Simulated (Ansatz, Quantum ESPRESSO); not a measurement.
**BN (F-43m): from Born charge to LO-TO splitting**

How high does the longitudinal optical mode of BN (F-43m) lie, given the transverse one, the Born charge and ε∞?

Program: Quantum ESPRESSO 7.5. Level of theory: DFT PBE, scalar-relativistic, plane waves, PseudoDojo norm-conserving pseudopotentials. Results are calculated unless marked as measured.

**1. Set-up**

The structure is cubic, space group F-43m (No. 216). Conventional cell: a = 3.623 Å, b = 3.623 Å, c = 3.623 Å, α = 90.00°, β = 90.00°, γ = 90.00°. Nearest to B lie 4 N at 1.57 Å. Nearest to N lie 4 B at 1.57 Å. Farther neighbours and most contacts between anions are not listed.

This is the cell after its relaxation at this level of theory, not the database cell from which that began.

**2. What the response run gave**

A linear-response run on the relaxed cell, with the response to an electric field; only its zone-centre results are used. Cutoff 84 Ry, k mesh 12×12×12.

The log of the run:

```text
[banners, grids, parts of the stress and lines that vanish by symmetry left out]
Program PHONON v.7.5
     Reading xml data from directory:

[...]
Exchange-correlation= PBE
                           (   1   4   3   4   0   0   0)
[...]
kinetic-energy cut-off    =      84.0000  Ry
     charge density cut-off    =     336.0000  Ry
     convergence threshold     =      1.0E-18
[...]
Exchange-correlation= PBE
                           (   1   4   3   4   0   0   0)
[...]
q = (   0.0000000   0.0000000   0.0000000 )
     25 Sym.Ops. (with q -> -q+G )
     G cutoff =  399.0182  (   8363 G-vectors)     FFT grid: ( 30, 30, 30)
     number of k points=    72
[...]
Mode symmetry, T_d (-43m)  point group:
[...]
Dielectric constant
[...]
End of electric fields calculation
          Dielectric constant in cartesian axis
          (       4.550601712      -0.000000000       0.000000000 )
          (      -0.000000000       4.550601712      -0.000000000 )
          (       0.000000000      -0.000000000       4.550601712 )
          Effective charges (d Force / dE) in cartesian axis without acoustic sum rule applied (asr)
           atom    1  B     Mean Z*:        1.91006
      Ex  (        1.91006        0.00000        0.00000 )
      Ey  (        0.00000        1.91006        0.00000 )
      Ez  (        0.00000        0.00000        1.91006 )
           atom    2  N     Mean Z*:       -1.91008
      Ex  (       -1.91008        0.00000        0.00000 )
      Ey  (        0.00000       -1.91008       -0.00000 )
      Ez  (        0.00000       -0.00000       -1.91008 )
          Effective charges Sum: Mean:       -0.00002
[...]
Effective charges (d Force / dE) in cartesian axis with asr applied:
           atom    1  B     Mean Z*:        1.91007
[...]
atom    2  N     Mean Z*:       -1.91007
[...]
Representation #   1 modes #   1   2   3
[...]
End of self-consistent calculation
     Convergence has been achieved
     Representation #   2 modes #   4   5   6
[...]
End of self-consistent calculation
     Convergence has been achieved
[...]
Dielectric constant in cartesian axis
          (       4.550601712      -0.000000000       0.000000000 )
          (      -0.000000000       4.550601712      -0.000000000 )
          (       0.000000000      -0.000000000       4.550601712 )
          Effective charges (d Force / dE) in cartesian axis without acoustic sum rule applied (asr)
           atom    1  B     Mean Z*:        1.91006
      Ex  (        1.91006        0.00000        0.00000 )
      Ey  (        0.00000        1.91006        0.00000 )
      Ez  (        0.00000        0.00000        1.91006 )
           atom    2  N     Mean Z*:       -1.91008
      Ex  (       -1.91008        0.00000        0.00000 )
      Ey  (        0.00000       -1.91008       -0.00000 )
      Ez  (        0.00000       -0.00000       -1.91008 )
          Effective charges Sum: Mean:       -0.00002
[...]
Effective charges (d Force / dE) in cartesian axis with asr applied:
           atom    1  B     Mean Z*:        1.91007
[...]
atom    2  N     Mean Z*:       -1.91007
[...]
q = (    0.000000000   0.000000000   0.000000000 )
[...]
freq (    1) =       0.042293 [THz] =       1.410742 [cm-1]
     freq (    2) =       0.042293 [THz] =       1.410742 [cm-1]
     freq (    3) =       0.042293 [THz] =       1.410742 [cm-1]
     freq (    4) =      30.857528 [THz] =    1029.296347 [cm-1]
     freq (    5) =      30.857528 [THz] =    1029.296347 [cm-1]
     freq (    6) =      30.857528 [THz] =    1029.296347 [cm-1]
[...]
Mode symmetry, T_d (-43m)  point group:
     freq (   1-   3) =          1.4  [cm-1]   --> T_2  G_15 P_4   I+R
     freq (   4-   6) =       1029.3  [cm-1]   --> T_2  G_15 P_4   I+R

   JOB DONE.
```

| quantity | value |
| --- | --- |
| cell volume Ω (Å³) | 11.892 |
| mass of B (u) | 10.810 |
| mass of N (u) | 14.007 |
| Born charge of B, raw (e) | 1.910 |
| Born charge of N, raw (e) | -1.910 |
| ε∞ | 4.551 |
| ω(TO) after the sum rule (cm⁻¹) | 1029.3 |

**3. The calculation**

The charges must sum to zero over the cell; taking off their mean, 0.000 e, leaves Z* = 1.910 e on B. In the polar mode B moves against N, so the reduced mass is μ = 10.81 × 14.01 / 24.82 = 6.101 u.

A longitudinal wave builds up a field that adds to the restoring force: ω(LO)² = ω(TO)² + 4π Z*² / (μ Ω ε∞), in Hartree atomic units. With μ = 11122 electron masses and Ω = 80.25 bohr³ the second term is 1.1288e-05 Ha², or 543727 cm⁻² (1 Ha = 219474.6 cm⁻¹).

So ω(LO) = √(1059458 + 543727) = 1266.2 cm⁻¹, and by the Lyddane-Sachs-Teller relation ε₀ = ε∞ (ω(LO)/ω(TO))² = 6.89.

**4. Check against the program**

The analysis program adds the same non-analytic term to the full matrix, here for q along (1 0 0).

The log of the run:

```text
[banner, memory and clock lines left out]
Program DYNMAT v.7.5

     Reading Dynamical Matrix from file g.dyn
     ...Force constants read
     ...epsilon and Z* read

     Polarizability (A^3 units)
     multiply by 0.457973 for Clausius-Mossotti correction
         3.360124   -0.000000    0.000000
        -0.000000    3.360124   -0.000000
         0.000000   -0.000000    3.360124

     IR activities are in (D/A)^2/amu units

# mode   [cm-1]    [THz]      IR
    1     -0.00   -0.0000    0.0000
    2      0.00    0.0000    0.0000
    3      0.00    0.0000    0.0000
    4   1029.30   30.8575   13.7957
    5   1029.30   30.8575   13.7957
    6   1266.16   37.9585   13.7957
```

ε₀ comes from the program's run without a direction of q.

| quantity | by hand | program |
| --- | --- | --- |
| ω(LO) (cm⁻¹) | 1266.2 | 1266.2 |
| ε₀ | 6.89 | 6.89 |

**5. Summary of results**

| Quantity | Value |
| --- | --- |
| TO mode | 1029 cm⁻¹ |
| LO mode | 1266 cm⁻¹ |
| static dielectric constant | 6.886 |

**Reading.** The LO mode of BN (F-43m) lies at 1266 cm⁻¹, 237 cm⁻¹ above the TO mode; the formula meets the program within 0.1 cm⁻¹, as it must for a cubic crystal with one polar mode. ω(LO)² − ω(TO)² goes with Z*²/ε∞: an error of 5 % in ε∞ would move the LO mode by 10.3 cm⁻¹, and semilocal functionals tend to overestimate ε∞. These are harmonic values at zero temperature, at the volume of this functional, for the structure held cubic; stability elsewhere in the zone is no part of this calculation.

[Host names and launcher messages were left out of these logs when they were recorded.]

[Logs are printed without paths, hosts, clocks, repeated set-up lines and the standing remarks that a program may print on its own settings, such as how far it seeks lower states.]

[Hosts, paths, dates, database ids (printed as entryN), source tags and the programs' standing remarks are cut or masked in the printed files.]
